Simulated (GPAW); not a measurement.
## STM contrast on VGe2P4 monolayer

Aim: Tersoff-Hamann images of VGe2P4 monolayer at several biases.

Calculated with GPAW 26.7.0; GPAW, PAW setups; layer in a repeated cell with vacuum, relaxation of atoms and in-plane cell, in the first sound run; inputs show where later runs differ.

## (1) Starting point

The cell holds 7 atoms: 4 P, 2 Ge and 1 V. Cell: a = 3.580 Å, b = 3.580 Å, c = 24.451 Å, α = 90.0°, β = 90.0°, γ = 120.0°. Vacuum lies along c.

Structure file:

```cif
data_structure
_symmetry_space_group_name_H-M 'P 1'
_symmetry_Int_Tables_number 1
_cell_length_a 3.5800
_cell_length_b 3.5800
_cell_length_c 24.4513
_cell_angle_alpha 90.000
_cell_angle_beta 90.000
_cell_angle_gamma 120.000
_cell_volume 271.39
loop_
_atom_site_label
_atom_site_type_symbol
_atom_site_fract_x
_atom_site_fract_y
_atom_site_fract_z
_atom_site_occupancy
P1 P 0.00000 0.00000 0.32718 1
Ge2 Ge 0.33333 0.66667 0.35800 1
P3 P 0.33333 0.66667 0.44797 1
V4 V 0.00000 0.00000 0.50000 1
P5 P 0.33333 0.66667 0.55203 1
Ge6 Ge 0.33333 0.66667 0.64200 1
P7 P 0.00000 0.00000 0.67282 1
```

## (2) Relaxation

Forces are removed first; all later runs use this geometry.

run.py reads:

```python
import json
import numpy as np
from ase import Atoms
from ase.filters import FrechetCellFilter
from ase.optimize import BFGS
from gpaw import GPAW, PW

slab = Atoms(
    ['P', 'Ge', 'P', 'V', 'P', 'Ge', 'P'],
    positions=[
        [0.00000, 0.00000, 8.00000],
        [-0.00000, 2.06691, 8.75357],
        [-0.00000, 2.06691, 10.95357],
        [0.00000, 0.00000, 12.22565],
        [-0.00000, 2.06691, 13.49774],
        [-0.00000, 2.06691, 15.69774],
        [0.00000, 0.00000, 16.45130]],
    cell=[[3.58, 0.0, 0.0], [-1.79, 3.10037, 0.0], [0.0, 0.0, 24.4513]],
    pbc=[True, True, True],
    magmoms=[0.0, 0.0, 0.0, 1.0, 0.0, 0.0, 0.0])

slab.calc = GPAW(mode=PW(600), xc='PBE', kpts={'size': (9, 9, 1), 'gamma': True},
                 occupations={'name': 'fermi-dirac', 'width': 0.05}, nbands='200%',
                 convergence={'density': 1e-05}, maxiter=200,
                 symmetry={'tolerance': 1e-3}, txt='slab.txt')
result = {}
# The in-plane cell is free; stress needs a cell that repeats along all three vectors
path = []
opt = BFGS(FrechetCellFilter(slab, mask=[1, 1, 0, 0, 0, 1]), maxstep=0.2)
opt.attach(lambda: path.append((slab.get_potential_energy(), slab.positions.tolist(), slab.get_forces().tolist())))
result['relaxed'] = bool(opt.run(fmax=0.02, steps=45))
result['path'] = path
result['cell'] = slab.cell.tolist()
print('in-plane lattice', slab.cell.cellpar().round(4)[[0, 1, 5]])
energy = slab.get_potential_energy()
fermi = slab.calc.get_fermi_level()
v = slab.calc.get_electrostatic_potential().mean((0, 1)) - fermi
n = slab.calc.get_pseudo_density().mean((0, 1))
L = slab.cell[2, 2]
z = np.arange(len(v)) * L / len(v)
low, high = slab.positions[:, 2].min(), slab.positions[:, 2].max()
below, above = np.interp([low - 5.8, high + 5.8], z, v)
slopes = [np.interp(x, z, np.gradient(v, z)) for x in (low - 5.8, high + 5.8)]
eps = np.array([[slab.calc.get_eigenvalues(k, s) for k in range(len(slab.calc.get_ibz_k_points()))]
                for s in range(slab.calc.get_number_of_spins())]) - fermi
top, bottom = eps[eps < 0].max(), eps[eps > 0].min()
dipole = slab.get_dipole_moment()[2]
print(f'energy {energy:.4f} eV, Fermi level {fermi:.4f} eV, dipole {dipole:.5f} e A')
print(f'potential 5.8 A off the faces, from the Fermi level: lower {below:.4f} eV, upper {above:.4f} eV')
print(f'slope of the potential there: lower {slopes[0]:.5f}, upper {slopes[1]:.5f} eV/A')
print(f'nearest levels on the mesh: {top:.4f} and {bottom:.4f} eV')
print('magnetic moment', round(slab.get_magnetic_moment(), 3))
result.update(energy=energy, fermi=fermi, dipole=dipole, below=below, above=above, slopes=slopes, edges=[top, bottom],
              z=z.tolist(), v=v.tolist(), n=n.tolist(), positions=slab.positions.tolist(),
              forces=slab.get_forces(apply_constraint=False).tolist(), moments=slab.get_magnetic_moments().tolist())
json.dump(result, open('result.json', 'w'))
```

On the command line:

```console
OMP_NUM_THREADS=1 OPENBLAS_NUM_THREADS=1 python run.py
```

What it wrote:

```text
Step          Energy          fmax
BFGS:    0      -38.387308        3.423849
BFGS:    1      -38.803923        2.866663
BFGS:    2      -39.500317        1.366078
BFGS:    3      -39.552888        1.051478
BFGS:    4      -39.792182        0.765797
BFGS:    5      -39.891904        0.573391
BFGS:    6      -39.937023        0.355922
BFGS:    7      -39.950186        0.356047
BFGS:    8      -39.962887        0.359808
BFGS:    9      -39.971604        0.318305
BFGS:   10      -39.980574        0.316274
BFGS:   11      -39.991370        0.306998
BFGS:   12      -39.998549        0.159353
BFGS:   13      -40.000568        0.036100
BFGS:   14      -40.000816        0.003800
in-plane lattice [  3.5685   3.5685 120.    ]
energy -39.9964 eV, Fermi level 0.2905 eV, dipole 0.00168 e A
potential 5.8 A off the faces, from the Fermi level: lower 5.4324 eV, upper 5.4321 eV
slope of the potential there: lower 0.00001, upper 0.00015 eV/A
nearest levels on the mesh: -0.0721 and 0.0535 eV
magnetic moment 0.852
```

Elapsed: 64 min, on 1 thread of Arm Neoverse V2, shared host; peak memory 0.88 GiB.

This step gave:

```yaml
dipole_along_the_normal: 0.001675 e·Å
levels_nearest_the_fermi_level_on_the_mesh: -0.07212, 0.05345 eV from the Fermi level
site_moments: 0.001475, 0.005599, -0.03492, 0.7607, -0.03492, 0.005599, 0.001475 μB
sum_of_the_site_moments: 0.7050 μB
```

The electrostatic potential energy of an electron (without an applied field's), less the Fermi level, planar mean oscillates, so the rows of the table below give means over windows of 1.75 Å about each position, cut where the curve ends. Its maxima inside the range that stand out by 2 % of the span (Å: eV): 7.9: -9.80, 9.8: 2.18, 11.5: -5.65, 12.9: -5.65, 14.7: 2.18, 16.5: -9.80. Its minima: 7.5: -13.4, 8.5: -14.4, 10.9: -11.9, 12.2: -11.4, 13.5: -11.9, 16.0: -14.4, 16.9: -13.4.

The electrostatic potential energy of an electron (without an applied field's), less the Fermi level, planar mean by z; means over each step:

z (Å), electrostatic potential energy of an electron (without an applied field's), less the Fermi level, planar mean (eV) and a bar from the least value:
```
     0.88        5.4 ##############################
     2.62        5.4 ##############################
     4.38        5.4 ##############################
     6.12        3.2 ##########################
     7.88      -11.5 
     9.62       -1.5 ##################
    11.38       -8.7 #####
    13.12       -8.5 #####
    14.88       -1.7 #################
    16.62      -11.3 
    18.38        3.5 ###########################
    20.12        5.4 ##############################
    21.88        5.4 ##############################
    23.62        5.4 ##############################
```

The pseudo valence density, planar mean oscillates, so the rows of the table below give means over windows of 1 Å about each position, cut where the curve ends. Its maxima inside the range that stand out by 2 % of the span (Å: e/Å³): 8.0: 0.442, 9.1: 0.227, 12.2: 1.40, 15.4: 0.227, 16.4: 0.442. Its minima: 8.6: 0.0669, 9.6: 0.129, 14.8: 0.129, 15.9: 0.0669.

Table of pseudo valence density, planar mean by z; means over each step:

z (Å), pseudo valence density, planar mean (e/Å³) and a bar:
```
        4       0.00 
        5       0.00 
        6       0.04 #
        7       0.23 #######
        8       0.34 ###########
        9       0.17 #####
       10       0.17 #####
       11       0.31 ##########
       12       0.93 ##############################
       13       0.47 ###############
       14       0.23 #######
       15       0.16 #####
       16       0.23 ########
       17       0.32 ##########
       18       0.11 ####
       19       0.01 
       20       0.00 
       21       0.00
```

Site moment by atom:

| atom | site moment (μB) |
| --- | --- |
| P1 | 0.001 |
| Ge2 | 0.006 |
| P3 | -0.035 |
| V4 | 0.761 |
| P5 | -0.035 |
| Ge6 | 0.006 |
| P7 | 0.001 |

The relaxation lowered the energy of the cell by 1.62 eV (energies extrapolated to zero smearing; the optimiser's log prints free energies). The largest force left on a free atom is 0.0038 eV/Å.

## (3) The slab's potential

With the geometry fixed, the planar mean of the potential gives the vacuum level on each side.

This step: GPAW, PAW setups; slab in vacuum (GPAW 26.7.0).

The cell differs from the one that the last finished run ended in (c 24.451 → 25.564 Å).

run.py reads:

```python
import json
import numpy as np
from ase import Atoms
from ase.dft.stm import STM
from gpaw import GPAW, PW

slab = Atoms(
    ['P', 'Ge', 'P', 'V', 'P', 'Ge', 'P'],
    positions=[
        [-0.00000, -0.00000, 8.00000],
        [-0.00000, 2.06028, 9.09746],
        [-0.00000, 2.06028, 11.46176],
        [0.00000, 0.00000, 12.78174],
        [-0.00000, 2.06028, 14.10173],
        [-0.00000, 2.06028, 16.46603],
        [-0.00000, 0.00000, 17.56349]],
    cell=[[3.56851, 0.0, 0.0], [-1.78425, 3.09042, 0.0], [0.0, 0.0, 25.5635]],
    pbc=[True, True, False],
    magmoms=[0.0, 0.0, 0.0, 1.0, 0.0, 0.0, 0.0])

slab.calc = GPAW(mode=PW(400), xc='PBE', kpts={'size': (9, 9, 1), 'gamma': True},
                 occupations={'name': 'fermi-dirac', 'width': 0.05}, nbands='200%',
                 convergence={'density': 1e-05}, maxiter=200,
                 poissonsolver={'dipolelayer': 'xy'},
                 symmetry={'tolerance': 1e-3}, txt='slab.txt')
result = {}
energy = slab.get_potential_energy()
fermi = slab.calc.get_fermi_level()
v = slab.calc.get_electrostatic_potential().mean((0, 1)) - fermi
n = slab.calc.get_pseudo_density().mean((0, 1))
L = slab.cell[2, 2]
z = np.arange(len(v)) * L / len(v)
low, high = slab.positions[:, 2].min(), slab.positions[:, 2].max()
below, above = np.interp([low - 5.8, high + 5.8], z, v)
slopes = [np.interp(x, z, np.gradient(v, z)) for x in (low - 5.8, high + 5.8)]
eps = np.array([[slab.calc.get_eigenvalues(k, s) for k in range(len(slab.calc.get_ibz_k_points()))]
                for s in range(slab.calc.get_number_of_spins())]) - fermi
top, bottom = eps[eps < 0].max(), eps[eps > 0].min()
dipole = slab.get_dipole_moment()[2]
print(f'energy {energy:.4f} eV, Fermi level {fermi:.4f} eV, dipole {dipole:.5f} e A')
print(f'potential 5.8 A off the faces, from the Fermi level: lower {below:.4f} eV, upper {above:.4f} eV')
print(f'slope of the potential there: lower {slopes[0]:.5f}, upper {slopes[1]:.5f} eV/A')
print(f'nearest levels on the mesh: {top:.4f} and {bottom:.4f} eV')
print('magnetic moment', round(slab.get_magnetic_moment(), 3))
result.update(energy=energy, fermi=fermi, dipole=dipole, below=below, above=above, slopes=slopes, edges=[top, bottom],
              z=z.tolist(), v=v.tolist(), n=n.tolist(), positions=slab.positions.tolist(),
              forces=slab.get_forces(apply_constraint=False).tolist(), moments=slab.get_magnetic_moments().tolist())

# Images need the states of the whole zone, up to time reversal
slab.calc = slab.calc.fixed_density(symmetry={'point_group': False}, txt='states.txt', nbands='320%',
                                    convergence={'bands': 'CBM+2.3'})
stm = STM(slab)
result['stm'] = []
for bias in [-1.5, 2.0]:
    height = high + 4.0
    current = stm.get_averaged_current(bias, height)
    x, y, h = stm.scan(bias, current)
    i, f = divmod(height / L * stm.ldos.shape[2], 1)
    I = abs((1 - f) * stm.ldos[:, :, int(i)] + f * stm.ldos[:, :, int(i) + 1])
    print(f'bias {bias} V: mean current at 4.0 A {current:.4e}, corrugation {np.ptp(h):.4f} A')
    result['stm'].append(dict(bias=bias, current=current, h=(h - high).tolist(), I=I.tolist()))
json.dump(result, open('result.json', 'w'))
```

What it wrote:

```text
energy -39.9687 eV, Fermi level 0.0419 eV, dipole 0.00142 e A
potential 5.8 A off the faces, from the Fermi level: lower 5.4304 eV, upper 5.4340 eV
slope of the potential there: lower -0.00011, upper 0.00011 eV/A
nearest levels on the mesh: -0.0729 and 0.0542 eV
magnetic moment 0.851
bias -1.5 V: mean current at 4.0 A 1.0371e-05, corrugation 0.2264 A
bias 2.0 V: mean current at 4.0 A 1.3102e-05, corrugation 0.1270 A
```

Elapsed: 10 min, on 1 thread; peak memory 0.9 GiB.

Numbers from this step:

```yaml
dipole_along_the_normal: 0.001416 e·Å
levels_nearest_the_fermi_level_on_the_mesh: -0.07292, 0.05424 eV from the Fermi level
upper_work_function: 5.434 eV
lower_work_function: 5.430 eV
site_moments: 0.001476, 0.005596, -0.03486, 0.7592, -0.03486, 0.005596, 0.001476 μB
corrugation_minus_1p5: 0.2264 Å
corrugation_2: 0.1270 Å
sum_of_the_site_moments: 0.7036 μB
```

The electrostatic potential energy of an electron (without an applied field's), less the Fermi level, planar mean oscillates, so the rows of the table below give means over windows of 1.81 Å about each position, cut where the curve ends. Its maxima inside the range that stand out by 2 % of the span (Å: eV): 8.5: -9.78, 10.3: 2.18, 12.1: -5.67, 13.4: -5.67, 15.2: 2.18, 17.0: -9.78. Its minima: 8.1: -13.3, 9.1: -14.4, 11.5: -11.9, 12.8: -11.5, 14.1: -11.9, 16.5: -14.4, 17.5: -13.3.

The electrostatic potential energy of an electron (without an applied field's), less the Fermi level, planar mean by z; means over each step:

| z (Å) | electrostatic potential energy of an electron (without an applied field's), less the Fermi level, planar mean (eV) |
| --- | --- |
| 0.91 | 5.43 |
| 2.71 | 5.43 |
| 4.52 | 5.43 |
| 6.33 | 4.54 |
| 8.14 | -9.49 |
| 9.95 | -2.99 |
| 11.76 | -7.95 |
| 13.57 | -8.91 |
| 15.38 | -1.75 |
| 17.20 | -11.1 |
| 19.00 | 3.78 |
| 20.81 | 5.42 |
| 22.62 | 5.43 |
| 24.43 | 5.43 |

The pseudo valence density, planar mean oscillates, so the rows of the table below give means over windows of 1 Å about each position, cut where the curve ends. Its maxima inside the range that stand out by 2 % of the span (Å: e/Å³): 8.5: 0.444, 9.6: 0.235, 12.8: 1.40, 16.0: 0.235, 17.0: 0.444. Its minima: 9.2: 0.0685, 10.2: 0.128, 15.3: 0.128, 16.4: 0.0685.

The pseudo valence density, planar mean by z; means over each step:

| z (Å) | pseudo valence density, planar mean (e/Å³) |
| --- | --- |
| 4 | 2.7e-5 |
| 5 | 4.8e-4 |
| 6 | 0.00904 |
| 7 | 0.113 |
| 8 | 0.316 |
| 9 | 0.236 |
| 10 | 0.164 |
| 11 | 0.226 |
| 12 | 0.467 |
| 13 | 0.925 |
| 14 | 0.310 |
| 15 | 0.171 |
| 16 | 0.169 |
| 17 | 0.336 |
| 18 | 0.229 |
| 19 | 0.0423 |
| 20 | 0.00254 |
| 21 | 1.4e-4 |

Tip height over the top atom over a1 and a2. Sample bias -1.5 V, constant current at the mean current 4.0 Å over the top atom.

Ten even steps from '0' (3.90 Å) to '9' (4.12 Å):
```
998765321123567899
988653211123568899
876532100123567888
765321000123567888
653210000123566776
432100000123455555
221000000122344443
111000001112222222
111111111111111111
122222221111111111
233333322111001112
455555432110001123
666666542110011245
778776542111112456
888887542111124578
999887542111245788
999886532112356889
999876421112467899
```
Columns: a1 from 0 to 0.944; rows upwards: a2 from 0 to 0.944.

Local density of states summed over the bias window over a1 and a2. Sample bias -1.5 V, constant height 4.0 Å over the top atom.

Ten even steps from '_' (0.81 × 1e-5 arbitrary) to '@' (1.49 × 1e-5 arbitrary):
```
@@@@%%**++--::........::--++**%%@@@@
%%%%##++==::..______..::==++##%%%%@@
##**++==::..________..::==++**##%%%%
**++==::..__________..::==++****##**
==--::..____________..::--==++++++++
--::..______________..::----======--
::..________________..::::--------::
....______________......::::::::::..
....____________....................
......................__________....
::::::::::::::::....____________....
----======----::::..__________..::::
==++++++++==----::..________..::----
****##****++==--::..______..::--==++
##%%%%##**++==--::..____..::--==++**
%%@@%%%%##++==--::......::--==++##%%
@@@@@@%%**++--::........::--++**%%@@
@@@@%%##**==--::......::--==**##%%@@
```
Columns: a1 from 0 to 0.944; rows upwards: a2 from 0 to 0.944.

Tip height over the top atom over a1 and a2. Sample bias 2 V, constant current at the mean current 4.0 Å over the top atom.

Ten even steps from '0' (3.92 Å) to '9' (4.04 Å):
```
999876543345678999
998754322234578999
987542111124578999
875421000124578999
764210000124678998
653100000135688888
542100001245788887
532100012356788876
532111123567888876
543222345678898876
554444556788998876
665556677889998877
777777888899998888
888888888888888888
999999888888888899
999999887777788999
999998876666788999
999987655555678999
```
Columns: a1 from 0 to 0.944; rows upwards: a2 from 0 to 0.944.

Local density of states summed over the bias window over a1 and a2. Sample bias 2 V, constant height 4.0 Å over the top atom.

Ten even steps from '0' (1.09 × 1e-5 arbitrary) to '9' (1.43 × 1e-5 arbitrary):
```
999865443344568999
998654322234568999
986532111123568999
865321000123568999
754210000124578888
643100000134678887
542100001245788887
532100012356788876
532111123567888876
543222345678888876
544334456788888876
655555677888988877
766667788888888887
888888888888888888
999998888888888889
999998887777788899
999998776666778999
999987655555678999
```
Columns: a1 from 0 to 0.944; rows upwards: a2 from 0 to 0.944.

The potential is flat to 1.1e-4 eV/Å where it is read, so the vacuum is wide enough.

## (4) Outcome

```yaml
work_function_both_faces: 5.43 eV
dipole_along_the_normal: 0.0014 e Å, near the numerical noise
corrugation_at_minus_1p5_v: 0.226 Å
corrugation_at_2_v: 0.127 Å
```

In words: The corrugation at constant current is largest at -1.5 V, where the tip height varies by 0.23 Å over the cell. Negative sample bias images filled states, positive bias empty ones. The images are of Tersoff-Hamann type: an s-wave tip, no tip-sample forces, heights closer than in a microscope. The small printed dipole stands for a step of -23 meV from the lower to the upper face, and the probes find 3.6 meV; values this small are near the numerical noise of both. One magnetic start was tried; another order may lie lower. The layer's cell and atoms come from the relaxation; spin-orbit coupling and temperature are left out.

[Logs are printed without paths, hosts, clocks, repeated set-up lines and the standing remarks that a program may print on its own settings, such as how far it seeks lower states.]

[Hosts, paths, dates, database ids (printed as entryN), source tags and the programs' standing remarks are cut or masked in the printed files.]
